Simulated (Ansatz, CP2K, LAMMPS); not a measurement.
**Running Cu31Zr69 (at. %) with crystalline order left by the classical run (61 atoms) with CP2K**

How do the settings of CP2K change the result for Cu31Zr69 (at. %) with crystalline order left by the classical run (61 atoms)? A plane-wave run serves as the yardstick.

Program: CP2K 2026.2. Level of theory: the method is named at each step. Results are calculated unless marked as measured.

### 1. Set-up

The cell holds 61 atoms: 19 Cu and 42 Zr. Cell: a = 10.704 Å, b = 10.704 Å, c = 10.704 Å, α = 90.0°, β = 90.0°, γ = 90.0°. 61 atoms (19 Cu, 42 Zr) placed at random at 6.29 g/cm³, melted at 2200 K for 10 ps at fixed volume with the Finnis-Sinclair Cu-Zr potential (Mendelev, file CuZr_mm.eam.fs of the LAMMPS distribution). Quenched from 2200 K to 300 K at 3 K/ps and zero pressure, held 5 ps, then minimised at fixed cell.

The yardstick, on the same geometry:

| Property | Result |
| --- | --- |
| method | Kohn-Sham DFT, PBE, PAW, plane waves (Ansatz 0.2.0); cutoff 420 eV, Γ point, fermi-dirac smearing of 0.05 eV; PAW set soft_2 |
| r.m.s. force component | 0.2858 eV/Å |
| longest force | 1.218 eV/Å |
| pressure | -1.854 GPa |
| SCF cycles | 10 |
| time | 28 s on 4 threads of Arm Neoverse V1, shared host |
| CPU time | 1.8 min |

### 2. PBE, DZVP-MOLOPT-SR, 800/50 Ry, diagonalisation

Method: Kohn-Sham DFT, PBE, GTH-PBE pseudopotentials, Gaussian and plane waves, DZVP-MOLOPT-SR-GTH, diagonalisation.

The input, input.inp:

```
&GLOBAL
  PROJECT cell
  RUN_TYPE ENERGY_FORCE
  PRINT_LEVEL LOW
&END GLOBAL
&FORCE_EVAL
  METHOD QS
  STRESS_TENSOR ANALYTICAL
  &DFT
    BASIS_SET_FILE_NAME BASIS_MOLOPT
    POTENTIAL_FILE_NAME GTH_POTENTIALS
    &MGRID
      CUTOFF 800
      REL_CUTOFF 50
      NGRIDS 5
    &END MGRID
    &QS
      EPS_DEFAULT 1.0E-12
    &END QS
    &SCF
      SCF_GUESS ATOMIC
      EPS_SCF 1.0E-06
      MAX_SCF 200
      ADDED_MOS 50
      &DIAGONALIZATION
        ALGORITHM STANDARD
      &END DIAGONALIZATION
      &SMEAR ON
        METHOD FERMI_DIRAC
        ELECTRONIC_TEMPERATURE [K] 580
      &END SMEAR
      &MIXING
        METHOD BROYDEN_MIXING
        ALPHA 0.15
        NBROYDEN 8
      &END MIXING
      &PRINT
        &RESTART OFF
        &END RESTART
      &END PRINT
    &END SCF
    &XC
      &XC_FUNCTIONAL PBE
      &END XC_FUNCTIONAL
    &END XC
    &PRINT
      &MULLIKEN ON
      &END MULLIKEN
      &HIRSHFELD ON
        SHAPE_FUNCTION DENSITY
      &END HIRSHFELD
      &MO ON
        EIGENVALUES T
        OCCUPATION_NUMBERS T
        MO_INDEX_RANGE 346 369
        &EACH
          QS_SCF 0
        &END EACH
        ADD_LAST NUMERIC
      &END MO
    &END PRINT
  &END DFT
  &SUBSYS
    &CELL
      A 10.70399 0.00000 0.00000
      B 0.00000 10.70399 0.00000
      C 0.00000 0.00000 10.70399
    &END CELL
    &COORD
      Cu 8.93730 6.81159 8.64037
      Cu 0.48361 1.73940 2.42981
      Cu 1.37075 9.37541 10.33460
      Cu 8.27408 5.42660 10.24243
      Cu 5.73167 1.53174 0.47290
      Cu 2.25169 8.20600 5.96469
      Cu 3.15682 8.09971 9.53961
      Cu 1.04310 4.26447 10.02429
      Cu 0.23303 1.63140 6.34704
      Cu 2.23103 0.17201 1.46045
      Cu 4.25997 4.05852 2.88151
      Cu 3.61666 0.80494 5.96822
      Cu 6.58627 10.40364 2.73722
      Cu 5.64668 7.08690 5.84181
      Cu 3.19182 0.46081 9.68593
      Cu 1.20548 5.09959 6.01157
      Cu 4.81144 4.03926 9.11744
      Cu 7.69777 3.00247 6.15629
      Cu 6.79457 10.23890 9.46329
      Zr 9.81374 3.61559 4.46977
      Zr 1.59307 10.43232 4.30536
      Zr 5.31624 1.52221 8.23137
      Zr 4.23921 1.25494 3.07001
      Zr 6.79083 5.15686 7.60572
      Zr 9.99699 3.98349 7.87278
      Zr 7.70709 8.38658 4.13806
      Zr 0.37914 7.15562 4.05456
      Zr 7.66127 2.78636 9.44252
      Zr 4.50809 9.24825 7.49964
      Zr 8.38904 0.73558 0.93617
      Zr 5.88409 7.07994 9.65703
      Zr 9.03278 6.15255 5.94339
      Zr 8.64840 0.85172 7.53379
      Zr 1.60453 10.37013 7.67926
      Zr 4.46099 9.09796 4.26789
      Zr 9.57418 3.52108 1.14426
      Zr 3.64375 5.97400 7.46871
      Zr 3.36052 6.06948 4.47395
      Zr 2.45550 8.02971 1.93635
      Zr 1.41550 4.72174 2.33946
      Zr 3.13466 2.71121 0.52128
      Zr 6.42368 0.46627 5.51941
      Zr 5.39342 6.88341 2.28916
      Zr 7.79101 8.27269 0.83480
      Zr 4.87192 3.37272 5.77363
      Zr 2.08674 2.86492 4.62006
      Zr 2.37607 2.89896 7.86069
      Zr 3.31181 5.70790 0.08456
      Zr 10.38501 9.46575 2.02156
      Zr 0.07204 6.72617 0.30881
      Zr 9.18873 0.60531 4.20881
      Zr 9.59163 9.37670 9.39682
      Zr 4.75964 9.62663 0.69972
      Zr 6.69160 5.14883 4.32249
      Zr 0.91187 7.00255 8.09768
      Zr 7.38575 8.57700 7.25324
[... 1 atom lines left out ...]
      Zr 6.17695 4.33041 0.87912
      Zr 6.98425 2.51769 3.09891
      Zr 10.09376 9.15673 6.15351
      Zr 0.33107 1.46109 9.98725
    &END COORD
    &KIND Cu
      BASIS_SET DZVP-MOLOPT-SR-GTH-q11
      POTENTIAL GTH-PBE-q11
    &END KIND
    &KIND Zr
      BASIS_SET DZVP-MOLOPT-SR-GTH-q12
      POTENTIAL GTH-PBE-q12
    &END KIND
  &END SUBSYS
  &PRINT
    &FORCES ON
    &END FORCES
    &STRESS_TENSOR ON
    &END STRESS_TENSOR
  &END PRINT
&END FORCE_EVAL
```

Launch:

```bash
$ OMP_NUM_THREADS=2 cp2k.psmp -i input.inp > output.txt
```

Numbers of over 12 decimals in the logs are rounded to 6 here.

Output:

```text
CP2K| version string:                                       CP2K version 2026.2
 CP2K| Input file name                                                 input.inp
 GLOBAL| Basis set file name                                        BASIS_MOLOPT
 GLOBAL| Potential file name                                      GTH_POTENTIALS
 GLOBAL| Run type                                                   ENERGY_FORCE
 GLOBAL| Total number of message passing processes                             1
 GLOBAL| Number of threads for this process                                    2
 TOTAL NUMBERS AND MAXIMUM NUMBERS
  Total number of            - Atomic kinds:                                   2
                             - Atoms:                                         61
                             - Shell sets:                                    61
                             - Shells:                                       469
                             - Primitive Cartesian functions:                408
                             - Cartesian basis functions:                   1872
                             - Spherical basis functions:                   1567
  Maximum angular momentum of- Orbital basis functions:                        3
                             - Local part of the GTH pseudopotential:          2
                             - Non-local part of the GTH pseudopotential:      4
 SCF PARAMETERS         Density guess:                                    ATOMIC
                        max_scf:                                             200
                        eps_scf:                                        1.00E-06
                        added MOs                                        50    0
                        Mixing method:                            BROYDEN_MIXING
                                                charge density mixing in g-space
                        Smear method:                                FERMI_DIRAC
                        Electronic temperature [K]:                        580.0
                        Electronic temperature [a.u.]:                  1.84E-03
                        Accuracy threshold:                             1.00E-10
 Extrapolation method: initial_guess
 Number of electrons:                                                        713
 Number of occupied orbitals:                                                357
 Number of molecular orbitals:                                               407
 Number of orbital functions:                                               1567
 Number of independent orbital functions:                                   1567
 SCF WAVEFUNCTION OPTIMIZATION
  Step     Update method      Time    Convergence         Total energy    Change
     1 NoMix/Diag. 0.15E+00   22.2     1.77561673     -2906.7698051388 -2.91E+03
     2 Broy./Diag. 0.15E+00   31.7     0.76166651     -2973.3240672847 -6.66E+01
     3 Broy./Diag. 0.15E+00   32.4     0.21202085     -2895.1294430619  7.82E+01
     4 Broy./Diag. 0.15E+00   32.2     0.05116456     -2898.4877179553 -3.36E+00
[...]
23 Broy./Diag. 0.15E+00   31.9     0.00000129     -2893.3730468634  2.00E-04
    24 Broy./Diag. 0.15E+00   32.1     0.00000054     -2893.3729903696  5.65E-05
  *** SCF run converged in    24 steps ***
  Electronic density on regular grids:       -712.9999999998        0.0000000002
  Core density on regular grids:              712.9999999993       -0.0000000007
  Total charge density on r-space grids:       -0.0000000005
  Total charge density g-space grids:          -0.0000000005
  Overlap energy of the core charge distribution:               7.56483e-07
  Self energy of the core charge distribution:              -4853.672480
  Core Hamiltonian energy:                                   1216.069823
  Hartree energy:                                            1140.795869
  Exchange-correlation energy:                               -396.540922
  Electronic entropic energy:                                  -0.025282
  Fermi energy:                                                 0.367549
  Total energy:                                             -2893.372990
  Total energy (extrapolated to T->0):                      -2893.360349
 MO| EIGENVALUES AND OCCUPATION NUMBERS
 MO|
 MO|  Index      Eigenvalue [a.u.]        Eigenvalue [eV]             Occupation
 MO|    346               0.358295               9.749702               1.987115
 MO|    347               0.358571               9.757209               1.985042
 MO|    348               0.359991               9.795866               1.967864
[...]
MO|    368               0.377176              10.263479               0.010532
 MO|    369               0.378822              10.308267               0.004312
 MO| Sum:                                                             713.000000
 MO| E(Fermi):            0.367549 a.u.         10.001523 eV
 !-----------------------------------------------------------------------------!
                     Mulliken Population Analysis
 #  Atom  Element  Kind  Atomic population                           Net charge
       1     Cu       1         11.715676                             -0.715676
       2     Cu       1         11.708763                             -0.708763
       3     Cu       1         11.571187                             -0.571187
[...]
60     Zr       2         11.971356                              0.028644
      61     Zr       2         11.672289                              0.327711
 # Total charge                            713.000000                  0.000000
 !-----------------------------------------------------------------------------!
 !-----------------------------------------------------------------------------!
                           Hirshfeld Charges
  #Atom  Element  Kind  Ref Charge     Population                    Net charge
      1       Cu     1      11.000         10.921                         0.079
      2       Cu     1      11.000         10.903                         0.097
      3       Cu     1      11.000         10.925                         0.075
[...]
60       Zr     2      12.000         12.072                        -0.072
     61       Zr     2      12.000         12.012                        -0.012
  Total Charge                                                            0.001
 !-----------------------------------------------------------------------------!
 ENERGY| Total FORCE_EVAL ( QS ) energy [hartree]          -2893.373051
 FORCES| Atomic forces [hartree/bohr]
 FORCES|   Atom     x               y               z               |f|
 FORCES|      1  8.71091390E-03  1.71284864E-02 -1.74720212E-02   2.59718423E-02
 FORCES|      2  5.22240606E-03 -1.38934618E-03  1.40274699E-03   5.58314490E-03
 FORCES|      3 -5.89649614E-03  4.68544568E-03  5.54935936E-03   9.35507655E-03
[...]
FORCES|     60 -9.57846863E-03 -1.16057646E-02  5.72277265E-03   1.60994087E-02
 FORCES|     61 -1.23455102E-03 -7.00120865E-03  7.05357531E-03   1.00146874E-02
 FORCES| Sum    -3.06536247E-04 -1.00451644E-03  6.97383173E-04
 FORCES| Total atomic force                                       1.26069863E-03
 STRESS| Analytical stress tensor [bar]
 STRESS|                        x                   y                   z
 STRESS|      x       -9.91347592775E+03  -1.66275052491E+03  -3.39810949295E+03
 STRESS|      y       -1.66275052491E+03  -1.46307556382E+04  -2.32191331641E+03
 STRESS|      z       -3.39810949295E+03  -2.32191331641E+03  -2.58176477125E+04
 STRESS| 1/3 Trace                                            -1.67872930928E+04
```

The job ended after 15 min (2 threads of Arm Neoverse V1, shared host; peak memory 5.5 GiB).

Banners, paths, timers and routine set-up lines are dropped from the logs unmarked, and long logs keep their key lines alone; longer cuts are marked.

Against the reference:

```
r.m.s. force component                  : 0.2915 eV/Å
r.m.s. difference of force components   : 23.11 meV/Å
longest difference of force vectors     : 126.3 meV/Å
force difference over r.m.s. force      : 8.086 %
slope of forces against the reference's : 1.017
correlation of force components         : 0.997
pressure                                : -1.679 GPa
pressure difference                     : 0.1757 GPa
```

Length of the force difference by element (eV/Å):

```
element  atoms   mean   most
     Cu     19  0.042   0.13
     Zr     42  0.029  0.059
```

A closer look about Cu5, which has 8 bonded neighbours where the commonest count for Cu is 10: 12 atoms, nearest first, numbered in the order of the input, with positions taken from that point.

```
atom      x      y      z  distance (Å)  bonds  Hirshfeld charge (e)     Fx     Fy  Fz (eV/Å)
 Cu5   0.00   0.00   0.00          0.00      8                  0.09  -0.05  -0.22      -0.20
Zr53  -0.97  -2.61   0.23          2.79     13                 -0.01   0.35   0.19      -0.31
Zr30   2.66  -0.80   0.46          2.81     12                 -0.04   0.06  -0.04      -0.35
Cu19   1.06  -2.00  -1.71          2.84     10                  0.10   0.01  -0.12       0.24
Zr41  -2.60   1.18   0.05          2.85     13                 -0.04  -0.45  -0.22       0.00
Zr58   0.45   2.80   0.41          2.86     13                 -0.02  -0.41   0.05      -0.06
Zr28   1.93   1.25  -1.73          2.88     13                 -0.09   0.70   0.27       0.55
Zr22  -0.42  -0.01  -2.95          2.97     12                 -0.06  -0.37  -0.16       0.53
Zr23  -1.49  -0.28   2.60          3.01     13                 -0.06   0.00   0.20       0.32
Cu13   0.85  -1.83   2.26          3.04     10                  0.10  -0.20  -0.14       0.00
Zr59   1.25   0.99   2.63          3.07     13                 -0.05   0.65  -0.53       0.09
Cu15  -2.54  -1.07  -1.49          3.13      7                  0.06   0.00  -0.23       0.03
```

Forces lie 8.1 % from the reference's, at 17 times its CPU time (on 2 against 4 cores).

### 3. PBE, DZVP-MOLOPT-SR, 800/70 Ry, diagonalisation

Method: Kohn-Sham DFT, PBE, GTH-PBE pseudopotentials, Gaussian and plane waves, DZVP-MOLOPT-SR-GTH, diagonalisation.

Edit input.inp of step 2 so:

```diff
@@ -13,3 +13,3 @@
       CUTOFF 800
-      REL_CUTOFF 50
+      REL_CUTOFF 70
       NGRIDS 5
```

Output:

```text
CP2K| version string:                                       CP2K version 2026.2
 CP2K| Input file name                                                 input.inp
 GLOBAL| Basis set file name                                        BASIS_MOLOPT
 GLOBAL| Potential file name                                      GTH_POTENTIALS
 GLOBAL| Run type                                                   ENERGY_FORCE
 GLOBAL| Total number of message passing processes                             1
 GLOBAL| Number of threads for this process                                    2
 TOTAL NUMBERS AND MAXIMUM NUMBERS
  Total number of            - Atomic kinds:                                   2
                             - Atoms:                                         61
[... lines left out ...]
                        Smear method:                                FERMI_DIRAC
[... lines left out ...]
 Number of electrons:                                                        713
[... lines left out ...]
  Step     Update method      Time    Convergence         Total energy    Change
[... lines left out ...]
  *** SCF run converged in    24 steps ***
[... lines left out ...]
  Fermi energy:                                                 0.367549
  Total energy:                                             -2893.372991
  Total energy (extrapolated to T->0):                      -2893.360350
[... lines left out ...]
 MO| E(Fermi):            0.367549 a.u.         10.001523 eV
[... lines left out ...]
 !-----------------------------------------------------------------------------!
 !-----------------------------------------------------------------------------!
                           Hirshfeld Charges
  #Atom  Element  Kind  Ref Charge     Population                    Net charge
      1       Cu     1      11.000         10.921                         0.079
      2       Cu     1      11.000         10.903                         0.097
      3       Cu     1      11.000         10.925                         0.075
[...]
60       Zr     2      12.000         12.072                        -0.072
     61       Zr     2      12.000         12.012                        -0.012
  Total Charge                                                            0.001
 !-----------------------------------------------------------------------------!
 ENERGY| Total FORCE_EVAL ( QS ) energy [hartree]          -2893.373052
 FORCES| Atomic forces [hartree/bohr]
 FORCES|   Atom     x               y               z               |f|
 FORCES|      1  8.71113795E-03  1.71282455E-02 -1.74717756E-02   2.59715933E-02
 FORCES|      2  5.22221810E-03 -1.38944142E-03  1.40273792E-03   5.58299051E-03
 FORCES|      3 -5.89673463E-03  4.68528384E-03  5.54962245E-03   9.35530188E-03
[...]
FORCES|     60 -9.57844563E-03 -1.16057895E-02  5.72275147E-03   1.60994054E-02
 FORCES|     61 -1.23457799E-03 -7.00117797E-03  7.05361144E-03   1.00146947E-02
 FORCES| Sum    -3.07014088E-04 -1.00584819E-03  6.98197107E-04
 FORCES| Total atomic force                                       1.26232620E-03
 STRESS| Analytical stress tensor [bar]
 STRESS|                        x                   y                   z
 STRESS|      x       -9.91328466702E+03  -1.66275103987E+03  -3.39810832814E+03
 STRESS|      y       -1.66275103987E+03  -1.46305711281E+04  -2.32191339026E+03
 STRESS|      z       -3.39810832814E+03  -2.32191339026E+03  -2.58174835749E+04
 STRESS| 1/3 Trace                                            -1.67871131233E+04
```

Wall time 19 min (2 threads); peak memory 5.5 GiB.

Compared with the plane-wave run:

```
r.m.s. force component                          : 0.2915 eV/Å
r.m.s. difference of force components           : 23.11 meV/Å
longest difference of force vectors             : 126.4 meV/Å
force difference over r.m.s. force              : 8.086 %
slope of forces against the reference's         : 1.017
correlation of force components                 : 0.997
pressure                                        : -1.679 GPa
pressure difference                             : 0.1757 GPa
energy less the same-level run's                : -0.0003 meV/atom
r.m.s. force difference from the same-level run : 0.005 meV/Å
```

Against the first run (8.1 %), the force difference from the reference is 8.1 %, at 1.3 times the CPU time: the change moves forces by under 0.01 meV/Å r.m.s., so most of the difference comes from elsewhere.

(Continued in part 2 of 2.)

[Also dropped from logs without a mark: logging warnings of Python, and SIESTA's first energy breakdown and zero terms.]

[Logs are printed without paths, hosts, clocks, repeated set-up lines and the standing remarks that a program may print on its own settings, such as how far it seeks lower states.]

[Hosts, paths, dates, database ids (printed as entryN), source tags and the programs' standing remarks are cut or masked in the printed files.]
